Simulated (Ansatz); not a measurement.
# TaIn: relaxing a made-up structure

This structure for TaIn is made up. Its elements were placed in a known structure type with a cell scaled to their sizes. What cell does the guess relax to, and how far off was it?

Method: DFT, r2SCAN, plane-wave PAW, files of the set soft_1, scalar-relativistic, no spin, cell and ions relaxed at zero pressure; PAW set soft_1, in Ansatz 0.2.0.

## (1) The starting structure

Symmetry: R-3m, No. 166, trigonal system. The conventional cell has a = 3.970 Å, b = 3.970 Å, c = 9.957 Å, α = 90.00°, β = 90.00°, γ = 120.00°. Nearest to Ta lie 6 In at 2.83 Å. Nearest to In lie 6 Ta at 2.83 Å. Farther neighbours are not listed.

## (2) Relaxing cell and atoms

The guess takes its coordinates from another compound and its volume from a rule, so the cell and any free coordinates are relaxed together.

Contents of input.yaml:

```yaml
crystal:
  lattice:
    - [1.985, 1.146040284, 3.319]
    - [-1.985, 1.146040284, 3.319]
    - [0.0, -2.292080569, 3.319]
  atoms:
    - { symbol: Ta, position: [0.5, 0.5, 0.5] }
    - { symbol: In, position: [0.0, 0.0, 0.0] }
kpoints:
  mp_grid: { grid: [8, 8, 8] }
scf:
  occupations: { method: fermi_dirac, width: 0.05 }
hamiltonian:
  xc: r2scan
  pseudopotentials: { kind: paw, azcp: { folder: soft_1 } }
relax:
  f_tol: 0.015
  max_steps: 70
  cell: {}
output:
  forces: true
  stress: true
```

Run with:

```console
ansatz run input.yaml --threads 4 --pin off --max-ram 8192MiB --backend cpu --events-out ev --progress --plain --runs-dir out
```

Numbers of over 12 decimals in the logs are rounded to 6 here.

Output:

```text
Engine: ansatz 0.2.0, aarch64-unknown-linux-gnu
Pseudopotentials: kind: paw
Pseudopotential: Ta, paw, valence charge 13, recommended cutoff 500 eV (meta_gga), soft_1/Ta.paw.azcp
Pseudopotential: In, paw, valence charge 13, recommended cutoff 500 eV (meta_gga), soft_1/In.paw.azcp
Functional definition: r2SCAN
  parameter k0 = 0.174
  parameter k1 = 0.065
  parameter a1 = 4.9479
  exchange = r2scan_x(k0 = k0, k1 = k1, a1 = a1)
  correlation = r2scan_c
Crystal: 2 atoms, lattice volume = 45.302 Å³
Basis set: ecut = 500 eV, 1171 PW (Γ), exchange–correlation on 120×120×120 points (64 copies of the dense FFT grid, shifted against one another)
Bands: 17, of which v1, the nominal top of the filled ones, is band 13 counted from 1 (12 counted from 0)
Symmetry: 12 space group operations
Space group: R-3m (ITA 166), of the structure as read, at distance tolerance 3.6e-5 Å
k-points: 65 of 512
Non-local potential: Ta, projectors of the file, l = 0: 3, l = 1: 2, l = 2: 2, l = 3: 1
Non-local potential: In, projectors of the file, l = 0: 2, l = 1: 2, l = 2: 2, l = 3: 1
PAW form: soft (Blöchl's): semilocal exchange-correlation on the pseudo side does not see the compensation charge
PAW frozen core: Ta, regenerated for the run's functional (the file was generated under x = pbe(κ = 0.804, μ = 0.219515), c = pbe(β = 0.066725))
PAW frozen core: In, regenerated for the run's functional (the file was generated under x = pbe(κ = 0.804, μ = 0.219515), c = pbe(β = 0.066725))
PAW one-centre angular grid: Ta, 590 points (default); XC on 160 Gauss nodes
PAW one-centre angular grid: In, 590 points (default); XC on 160 Gauss nodes
Initial density: superposition of atomic densities (chi_scale 0.1, normalization cell, long waves kept (reshape's long-wave potential 0.00 eV rms))
Initial wavefunctions: pseudopotential atomic-orbital guess
Functional: x = r2scan, c = r2scan; τ floored in thin density (d = 2e-4 eV/Å³)
iter 1 solved again at ethr=1.55e-3 eV; its pass at ethr=3.10e-3 eV (dr2=4.02e-1 eV) is discarded
SCF iter   1: F=—  HF=-15555.071229 eV  |F-HF|=—  |Δ(HF+E_count)|=         —  Δρ=3.37e-2  dr2=4.02e-1  dr2_τ=2.69e-2  ethr=1.55e-3  ⟨swp⟩=1.0  Hψ=6742  notcnv=0
preconditioner: auto → Kerker (q_TF=auto, 2.487 Å⁻¹)  [metal: Δε(μ)=0.092 eV  Ē_g=11.326 eV  σ=0.050 eV  W_gap=0.41  n_scr=14 (ndim 8)  ℏωp=23.4 eV  f_vac=0.000  D(μ)=0.89/eV (n_scr^D=0)]
SCF iter   2: F=—  HF=-15555.159258 eV  |F-HF|=—  |Δ(HF+E_count)|=   8.80e-2  Δρ=2.19e-2  dr2=1.34e-1  dr2_τ=6.60e-3  ethr=1.55e-3  ⟨swp⟩=2.0  Hψ=1903  notcnv=0
SCF iter   3: F=—  HF=-15555.241938 eV  |F-HF|=—  |Δ(HF+E_count)|=   8.27e-2  Δρ=6.24e-3  dr2=1.02e-2  dr2_τ=7.96e-4  ethr=5.16e-4  ⟨swp⟩=3.0  Hψ=2145  notcnv=0
SCF iter   4: F=—  HF=-15555.251465 eV  |F-HF|=—  |Δ(HF+E_count)|=   9.53e-3  Δρ=1.00e-3  dr2=2.26e-4  dr2_τ=1.92e-5  ethr=3.94e-5  ⟨swp⟩=2.4  Hψ=2285  notcnv=0
SCF iter   5: F=—  HF=-15555.252053 eV  |F-HF|=—  |Δ(HF+E_count)|=   5.89e-4  Δρ=2.16e-4  dr2=1.58e-5  dr2_τ=1.38e-6  ethr=8.68e-7  ⟨swp⟩=2.0  Hψ=1935  notcnv=0
SCF iter   6: F=—  HF=-15555.252108 eV  |F-HF|=—  |Δ(HF+E_count)|=   5.51e-5  Δρ=6.85e-5  dr2=1.94e-6  dr2_τ=5.86e-7  ethr=6.08e-8  ⟨swp⟩=3.0  Hψ=2317  notcnv=0
SCF iter   7: F=—  HF=-15555.252116 eV  |F-HF|=—  |Δ(HF+E_count)|=   7.44e-6  Δρ=2.73e-5  dr2=3.83e-7  dr2_τ=3.21e-9  ethr=7.48e-9  ⟨swp⟩=2.1  Hψ=1584  notcnv=0
SCF iter   8: F=-15555.252118 eV  HF=-15555.252118 eV  |F-HF|=6.61e-8  |Δ(HF+E_count)|=   1.75e-6  Δρ=8.88e-6  dr2=5.58e-8  dr2_τ=1.74e-9  ethr=3.85e-10  ⟨swp⟩=5.0  Hψ=3993  notcnv=0
SCF 1 converged in 8 iterations: F = -15555.252118 eV  dr2 = 5.58e-8
  greatest PAW one-centre occupation: 0.999 electrons in one spin orbital (limit 2), on the Ta atom at site 0 (counted from 0), in its partial waves of l = 0
relax step   1: F+E_penalty+E_count = -15555.25211763 eV  Δ(F+E_penalty+E_count) = +0.000e0 eV  max|allowed force component| = 1.249e-29 eV/Å  Δτ_max = 0.0000 Å  P = -3.963 GPa  Ω = 45.302 Å³  (8 SCF iters, dr2 threshold 1.00e-7 eV, accepted)
Crystal: 2 atoms, lattice volume = 40.762 Å³
Basis set: ecut = 500 eV, 1001 PW (Γ), exchange–correlation on 120×120×120 points (64 copies of the dense FFT grid, shifted against one another)
Initial density: handed on by an earlier stage of this run
Initial wavefunctions: those handed on with the density
iter 1 solved again at ethr=9.39e-5 eV; its pass at ethr=3.10e-3 eV (dr2=2.44e-2 eV) is discarded
SCF iter   1: F=—  HF=-15554.931104 eV  |F-HF|=—  |Δ(HF+E_count)|=         —  Δρ=6.08e-3  dr2=2.38e-2  dr2_τ=1.91e-1  ethr=9.39e-5  ⟨swp⟩=1.0  Hψ=6991  notcnv=0
preconditioner: auto → Kerker (q_TF=auto, 2.531 Å⁻¹)  [metal: Δε(μ)=0.067 eV  Ē_g=12.197 eV  σ=0.050 eV  W_gap=0.30  n_scr=14 (ndim 8)  ℏωp=24.7 eV  f_vac=0.000  D(μ)=0.74/eV (n_scr^D=0)]
SCF iter   2: F=—  HF=-15555.194648 eV  |F-HF|=—  |Δ(HF+E_count)|=   2.64e-1  Δρ=2.78e-3  dr2=4.42e-3  dr2_τ=4.49e-4  ethr=9.15e-5  ⟨swp⟩=2.0  Hψ=2212  notcnv=0
SCF iter   3: F=—  HF=-15555.194459 eV  |F-HF|=—  |Δ(HF+E_count)|=   1.90e-4  Δρ=8.44e-4  dr2=2.58e-4  dr2_τ=2.49e-5  ethr=1.70e-5  ⟨swp⟩=2.3  Hψ=1513  notcnv=0
SCF iter   4: F=—  HF=-15555.194502 eV  |F-HF|=—  |Δ(HF+E_count)|=   4.30e-5  Δρ=2.28e-4  dr2=1.80e-5  dr2_τ=2.72e-6  ethr=9.90e-7  ⟨swp⟩=2.4  Hψ=1535  notcnv=0
SCF iter   5: F=—  HF=-15555.194507 eV  |F-HF|=—  |Δ(HF+E_count)|=   5.89e-6  Δρ=9.20e-5  dr2=1.80e-6  dr2_τ=1.11e-7  ethr=6.91e-8  ⟨swp⟩=2.2  Hψ=1709  notcnv=0
SCF iter   6: F=—  HF=-15555.194509 eV  |F-HF|=—  |Δ(HF+E_count)|=   1.43e-6  Δρ=3.28e-5  dr2=2.52e-7  dr2_τ=2.48e-8  ethr=7.69e-10  ⟨swp⟩=5.0  Hψ=4086  notcnv=0
SCF iter   7: F=-15555.194509 eV  HF=-15555.194509 eV  |F-HF|=3.71e-8  |Δ(HF+E_count)|=   3.58e-7  Δρ=7.66e-6  dr2=1.85e-8  dr2_τ=8.64e-10  ethr=7.69e-10  ⟨swp⟩=4.3  Hψ=3541  notcnv=0
SCF 2 converged in 7 iterations: F = -15555.194509 eV  dr2 = 1.85e-8
relax step   2: F+E_penalty+E_count = -15555.19450927 eV  Δ(F+E_penalty+E_count) = +5.761e-2 eV  max|allowed force component| = 1.052e-30 eV/Å  Δτ_max = 0.0000 Å  P = +9.328 GPa  Ω = 40.762 Å³  energy of the carried Pulay correction = +4.601e-4 eV  (7 SCF iters, dr2 threshold 2.00e-7 eV, rejected (line search))
Crystal: 2 atoms, lattice volume = 43.841 Å³
Basis set: ecut = 500 eV, 1111 PW (Γ), exchange–correlation on 120×120×120 points (64 copies of the dense FFT grid, shifted against one another)
iter 1 solved again at ethr=4.08e-5 eV; its pass at ethr=3.10e-3 eV (dr2=1.06e-2 eV) is discarded
SCF iter   1: F=—  HF=-15555.108188 eV  |F-HF|=—  |Δ(HF+E_count)|=         —  Δρ=3.93e-3  dr2=1.08e-2  dr2_τ=9.74e-2  ethr=4.08e-5  ⟨swp⟩=1.0  Hψ=7026  notcnv=0
[...]
relax step  10: F+E_penalty+E_count = -15555.30827363 eV  Δ(F+E_penalty+E_count) = -2.062e-2 eV  max|allowed force component| = 2.630e-31 eV/Å  Δτ_max = 0.0000 Å  P = +2.255 GPa  Ω = 42.202 Å³  energy of the carried Pulay correction = +3.038e-4 eV  (7 SCF iters, dr2 threshold 2.00e-7 eV, accepted)
relax step  11: F+E_penalty+E_count = -15555.37184909 eV  Δ(F+E_penalty+E_count) = -6.358e-2 eV  max|allowed force component| = 5.680e-29 eV/Å  Δτ_max = 0.0000 Å  P = +1.725 GPa  Ω = 41.838 Å³  energy of the carried Pulay correction = +3.397e-4 eV  (8 SCF iters, dr2 threshold 2.00e-7 eV, accepted)
relax step  12: F+E_penalty+E_count = -15555.52081006 eV  Δ(F+E_penalty+E_count) = -1.490e-1 eV  max|allowed force component| = 8.283e-30 eV/Å  Δτ_max = 0.0000 Å  P = +1.356 GPa  Ω = 41.313 Å³  energy of the carried Pulay correction = +3.929e-4 eV  (8 SCF iters, dr2 threshold 2.00e-7 eV, accepted)
relax step  13: F+E_penalty+E_count = -15555.79556835 eV  Δ(F+E_penalty+E_count) = -2.748e-1 eV  max|allowed force component| = 1.367e-29 eV/Å  Δτ_max = 0.0000 Å  P = +1.913 GPa  Ω = 40.458 Å³  energy of the carried Pulay correction = +4.818e-4 eV  (8 SCF iters, dr2 threshold 2.00e-7 eV, accepted)
relax step  14: F+E_penalty+E_count = -15556.13676814 eV  Δ(F+E_penalty+E_count) = -3.412e-1 eV  max|allowed force component| = 6.942e-29 eV/Å  Δτ_max = 0.0000 Å  P = +3.069 GPa  Ω = 39.406 Å³  energy of the carried Pulay correction = +5.943e-4 eV  (7 SCF iters, dr2 threshold 2.00e-7 eV, accepted)
relax step  15: F+E_penalty+E_count = -15556.39918621 eV  Δ(F+E_penalty+E_count) = -2.624e-1 eV  max|allowed force component| = 6.206e-29 eV/Å  Δτ_max = 0.0000 Å  P = +4.299 GPa  Ω = 38.513 Å³  energy of the carried Pulay correction = +6.916e-4 eV  (6 SCF iters, dr2 threshold 2.00e-7 eV, accepted)
relax step  16: F+E_penalty+E_count = -15556.53085752 eV  Δ(F+E_penalty+E_count) = -1.317e-1 eV  max|allowed force component| = 1.683e-29 eV/Å  Δτ_max = 0.0000 Å  P = +3.410 GPa  Ω = 38.251 Å³  energy of the carried Pulay correction = +7.193e-4 eV  (6 SCF iters, dr2 threshold 2.00e-7 eV, accepted)
relax step  17: F+E_penalty+E_count = -15556.55217678 eV  Δ(F+E_penalty+E_count) = -2.132e-2 eV  max|allowed force component| = 2.524e-29 eV/Å  Δτ_max = 0.0000 Å  P = -0.628 GPa  Ω = 38.941 Å³  energy of the carried Pulay correction = +6.407e-4 eV  (6 SCF iters, dr2 threshold 2.00e-7 eV, accepted)
relax step  18: F+E_penalty+E_count = -15556.55247245 eV  Δ(F+E_penalty+E_count) = -2.957e-4 eV  max|allowed force component| = 6.995e-29 eV/Å  Δτ_max = 0.0000 Å  P = -0.003 GPa  Ω = 38.801 Å³  energy of the carried Pulay correction = +6.564e-4 eV  (4 SCF iters, dr2 threshold 2.00e-7 eV, accepted)
relax step  19: F+E_penalty+E_count = -15556.63476608 eV  Δ(F+E_penalty+E_count) = -8.229e-2 eV  max|allowed force component| = 2.104e-29 eV/Å  Δτ_max = 0.0000 Å  P = +2.677 GPa  Ω = 38.801 Å³  stress off target by 7.64e0 GPa  SCF on the basis re-selected at this cell (its energy is not comparable with the rows above)  (8 SCF iters)
relax step  20: F+E_penalty+E_count = -15556.65648659 eV  Δ(F+E_penalty+E_count) = -2.172e-2 eV  max|allowed force component| = 2.104e-30 eV/Å  Δτ_max = 0.0000 Å  P = +0.837 GPa  Ω = 39.250 Å³  energy of the carried Pulay correction = -6.129e-5 eV  (6 SCF iters, dr2 threshold 2.00e-7 eV, accepted)
relax step  21: F+E_penalty+E_count = -15556.65922892 eV  Δ(F+E_penalty+E_count) = -2.742e-3 eV  max|allowed force component| = 4.207e-30 eV/Å  Δτ_max = 0.0000 Å  P = +0.112 GPa  Ω = 39.447 Å³  energy of the carried Pulay correction = -8.797e-5 eV  (5 SCF iters, dr2 threshold 2.00e-7 eV, accepted)
relax step  22: F+E_penalty+E_count = -15556.65924073 eV  Δ(F+E_penalty+E_count) = -1.182e-5 eV  max|allowed force component| = 4.207e-30 eV/Å  Δτ_max = 0.0000 Å  P = -0.008 GPa  Ω = 39.480 Å³  energy of the carried Pulay correction = -9.238e-5 eV  (4 SCF iters, dr2 threshold 9.53e-8 eV, accepted)
iter 1 solved again at ethr=8.53e-9 eV; its pass at ethr=3.10e-3 eV (dr2=2.22e-6 eV) is discarded
SCF iter   1: F=—  HF=-15556.659039 eV  |F-HF|=—  |Δ(HF+E_count)|=         —  Δρ=3.62e-4  dr2=1.00e-6  dr2_τ=9.09e-7  ethr=8.53e-9  ⟨swp⟩=3.6  Hψ=8843  notcnv=0
preconditioner: auto → Kerker (q_TF=auto, 2.545 Å⁻¹)  [metal: Δε(μ)=0.071 eV  Ē_g=12.872 eV  σ=0.050 eV  W_gap=0.31  n_scr=14 (ndim 8)  ℏωp=25.1 eV  f_vac=0.000  D(μ)=1.23/eV (n_scr^D=2)]
SCF iter   2: F=—  HF=-15556.659269 eV  |F-HF|=—  |Δ(HF+E_count)|=   2.30e-4  Δρ=1.84e-4  dr2=2.62e-7  dr2_τ=2.65e-6  ethr=3.86e-9  ⟨swp⟩=2.0  Hψ=1599  notcnv=0
SCF iter   3: F=—  HF=-15556.659351 eV  |F-HF|=—  |Δ(HF+E_count)|=   8.17e-5  Δρ=4.67e-6  dr2=4.30e-9  dr2_τ=1.36e-9  ethr=1.01e-9  ⟨swp⟩=2.0  Hψ=1855  notcnv=0
SCF iter   4: F=—  HF=-15556.659351 eV  |F-HF|=—  |Δ(HF+E_count)|=   2.59e-8  Δρ=1.27e-6  dr2=8.84e-10  dr2_τ=6.47e-11  ethr=1.66e-11  ⟨swp⟩=2.8  Hψ=1848  notcnv=0
SCF iter   5: F=—  HF=-15556.659351 eV  |F-HF|=—  |Δ(HF+E_count)|=  3.06e-10  Δρ=3.57e-7  dr2=5.82e-11  dr2_τ=3.76e-12  ethr=3.40e-12  ⟨swp⟩=2.0  Hψ=1353  notcnv=0
SCF iter   6: F=-15556.659351 eV  HF=-15556.659351 eV  |F-HF|=7.28e-12  |Δ(HF+E_count)|=  4.73e-11  Δρ=8.94e-8  dr2=3.42e-12  dr2_τ=1.19e-13  ethr=1.00e-12  ⟨swp⟩=5.9  Hψ=4535  notcnv=0
SCF 23 converged in 6 iterations: F = -15556.659351 eV  dr2 = 3.42e-12
relax step  23: F+E_penalty+E_count = -15556.65935073 eV  Δ(F+E_penalty+E_count) = -1.100e-4 eV  max|allowed force component| = 3.787e-29 eV/Å  Δτ_max = 0.0000 Å  P = -0.006 GPa  Ω = 39.480 Å³  stress off target by 8.28e-3 GPa  SCF on the basis re-selected at this cell (its energy is not comparable with the rows above)  (6 SCF iters)
basis re-selected at this cell: Δ(F+E_penalty+E_count) = -1.100e-4 eV, ΔP = +0.002 GPa vs the last step (what re-selecting the basis moved, of the pressure what is left beyond the Pulay correction that the steps carried, after the strain that the cell walked since its last selection, with what the two solves' SCF thresholds leave and, on support functions, any second-order correction that the steps lacked; it is no m [...]
SCF converged after 6 iterations
Free energy (F): -15556.659351 eV
Harris-Foulkes:  -15556.659351 eV  (|F-HF|=7.28e-12)
Internal energy: -15556.649811 eV  (E = F + TS)
E sigma→0 (E₀):  -15556.654581 eV
Entropy (-TS):   -0.009540 eV (-4.770 meV/atom)
Fermi energy:    15.773819 eV
--- Per-component energies (eV) ---
  E_band       = -119.998083
  E_kinetic    = 612.622043
  E_local      = -1437.280837  (includes V_loc(G=0)·N_el)
  E_nonlocal   = 316.002079
  E_hartree    = 557.634673
  E_xc         = -437.333827
  E_vxc        = -355.099579  (∫ρ·V_xc dr)
  E_paw        = -12567.800361  (= ΣΔE_a)
  E_vpaw       = -391.190600  (= ΣTr[D̂ρ^β])
  E_aug_tail   = -0.000014  (compensation charges beyond the density's cutoff)
  E_vtau       = 19.679462  (kinetic-family band-sum trace: ∫τ·v_τ [+ j·A + Jᵃ·Aᵃ] dr)
  E_ewald      = -2600.702579
  E_core_change = 0.209012  (= ΣΔE_core)
  E_smearing   = -0.009540  (= −TS)
  E_closure    = 0.000000  (closes the sum)
  Σ components = -15556.659351   (vs F -15556.659351, Δ=0.00e0)
--- Forces (eV/Å), atoms counted from 1 ---
  atom   1  Ta     0.00000000    -0.00000000    -0.00000000
  atom   2  In     0.00000000     0.00000000     0.00000000
  max |Σ_I F_I| component: 5.89e-29 eV/Å
--- Stress (GPa, compression-positive) ---
       -0.008284      -0.000000      -0.000000
       -0.000000      -0.008284      -0.000000
       -0.000000      -0.000000      -0.001798
  P = ⅓ Tr σ = -0.0061 GPa (-0.061 kbar)
--- Relaxed structure (21 steps of the walk, 20 accepted, 2 SCFs on fresh bases) ---
  F+E_penalty+E_count = -15556.65935073 eV   max|allowed force component| = 3.787e-29 eV/Å   (the final SCF, on the basis selected at the relaxed cell)
  cell:  # Å, volume = 39.4799 Å³
    - [1.521591, 0.878491, 4.922546]
    - [-1.521591, 0.878491, 4.922546]
    - [0, -1.756982, 4.922546]
  atoms:
    - { symbol: Ta, position: [0.5, 0.5, 0.500000] }
    - { symbol: In, position: [0, 0, 0] }
```

Wall time 63 s (4 threads of Arm Neoverse N1, shared host); peak memory 0.65 GiB.

The steps of the relaxation (22 of 23):

| step | energy less that of the first step (eV) | largest force component (eV/Å) | pressure (GPa) | volume (Å³) |
| --- | --- | --- | --- | --- |
| 1 | 0.0000 | 0.0000 | -3.96 | 45.30 |
| 2 | 0.0576 | 0.0000 | 9.33 | 40.76 |
| 3 | -0.0210 | 0.0000 | -0.49 | 43.84 |
| 4 | -0.0215 | 0.0000 | 0.05 | 43.63 |
| 5 | -0.0219 | 0.0000 | 0.22 | 43.55 |
| 6 | -0.0225 | 0.0000 | 0.29 | 43.51 |
| 7 | -0.0234 | 0.0000 | 0.24 | 43.51 |
| 8 | -0.0321 | 0.0000 | -0.23 | 43.52 |
| 9 | -0.0355 | 0.0000 | 0.82 | 43.05 |
| 10 | -0.0562 | 0.0000 | 2.26 | 42.20 |
| 11 | -0.1197 | 0.0000 | 1.73 | 41.84 |
| 13 | -0.5434 | 0.0000 | 1.91 | 40.46 |
| 14 | -0.8846 | 0.0000 | 3.07 | 39.41 |
| 15 | -1.1471 | 0.0000 | 4.30 | 38.51 |
| 16 | -1.2787 | 0.0000 | 3.41 | 38.25 |
| 17 | -1.3001 | 0.0000 | -0.63 | 38.94 |
| 18 | -1.3004 | 0.0000 | 0.00 | 38.80 |
| 19* | -1.3826 | 0.0000 | 2.68 | 38.80 |
| 20 | -1.4044 | 0.0000 | 0.84 | 39.25 |
| 21 | -1.4071 | 0.0000 | 0.11 | 39.45 |
| 22 | -1.4071 | 0.0000 | -0.01 | 39.48 |
| 23* | -1.4072 | 0.0000 | -0.01 | 39.48 |

Relaxation steps marked * repeat the geometry before them on a plane-wave basis chosen anew for their cell, so energy and pressure can jump there. Other such steps can lie between the rows shown. Relaxation step 2 was tried and not accepted.

Forces are held to the 12 operations that the run works with; a distortion that breaks them can't arise in this run.

| cell as run | before | after | change |
| --- | --- | --- | --- |
| a (Å) | 4.034 | 5.227 | +29.6 % |
| b (Å) | 4.034 | 5.227 | +29.6 % |
| c (Å) | 4.034 | 5.227 | +29.6 % |
| α (°) | 58.96 | 33.85 | -42.6 % |
| β (°) | 58.96 | 33.85 | -42.6 % |
| γ (°) | 58.96 | 33.85 | -42.6 % |
| volume (Å³/atom) | 22.65 | 19.74 | -12.9 % |

Final coordinates:

```cif
data_structure
_symmetry_space_group_name_H-M 'P 1'
_symmetry_Int_Tables_number 1
_cell_length_a 5.2267
_cell_length_b 5.2267
_cell_length_c 5.2267
_cell_angle_alpha 33.850
_cell_angle_beta 33.850
_cell_angle_gamma 33.850
_cell_volume 39.48
loop_
_atom_site_label
_atom_site_type_symbol
_atom_site_fract_x
_atom_site_fract_y
_atom_site_fract_z
_atom_site_occupancy
Ta1 Ta 0.50000 0.50000 0.50000 1
In2 In 0.00000 0.00000 0.00000 1
```

Numbers from this step:

| Quantity | Value |
| --- | --- |
| free energy | -15556.6594 eV |
| energy at zero smearing | -15556.6546 eV |
| smearing term TS | 0.009540 eV |
| Fermi energy | 15.77 eV |
| electrons | 26 |
| symmetry operations | 12 |
| pressure | -0.006122 GPa |

The shortest distance of each pair, which need not be the same contact before and after:

| pair | guess (Å) | relaxed (Å) |
| --- | --- | --- |
| In–Ta | 2.830 | 3.024 |
| Ta–Ta | 3.970 | 3.043 |
| In–In | 3.970 | 3.043 |

The relaxation ends with a pressure of -0.01 GPa.

## (3) Results

```
space group, relaxed : R-3m
conventional cell    : a = 3.043, b = 3.043, c = 14.768 Å; α = 90.0°, β = 90.0°, γ = 120.0°
volume per atom      : 19.74 Å³ (guess 22.65)
```

TaIn relaxes to R-3m with a = 3.043, b = 3.043 and c = 14.768 Å. The guessed volume was 15 % too large. The space group R-3m was held in the relaxation, so the end point is a stationary structure within it and may be a saddle against distortions or other arrangements. Mesh and cutoff weren't tested. A vector of the cell changed its length by 30 %, so the starting arrangement is largely lost and the mesh was laid for another shape. Spin-orbit coupling is left out, which can matter for elements this heavy. No dispersion term is used, so weakly bound directions may come out too long. The runs have no spin, and magnetism wasn't tested. Nothing here tests whether the compound is stable against decomposition.

[Logs are printed without paths, hosts, clocks, repeated set-up lines and the standing remarks that a program may print on its own settings, such as how far it seeks lower states.]

[Hosts, paths, dates, database ids (printed as entryN), source tags and the programs' standing remarks are cut or masked in the printed files.]
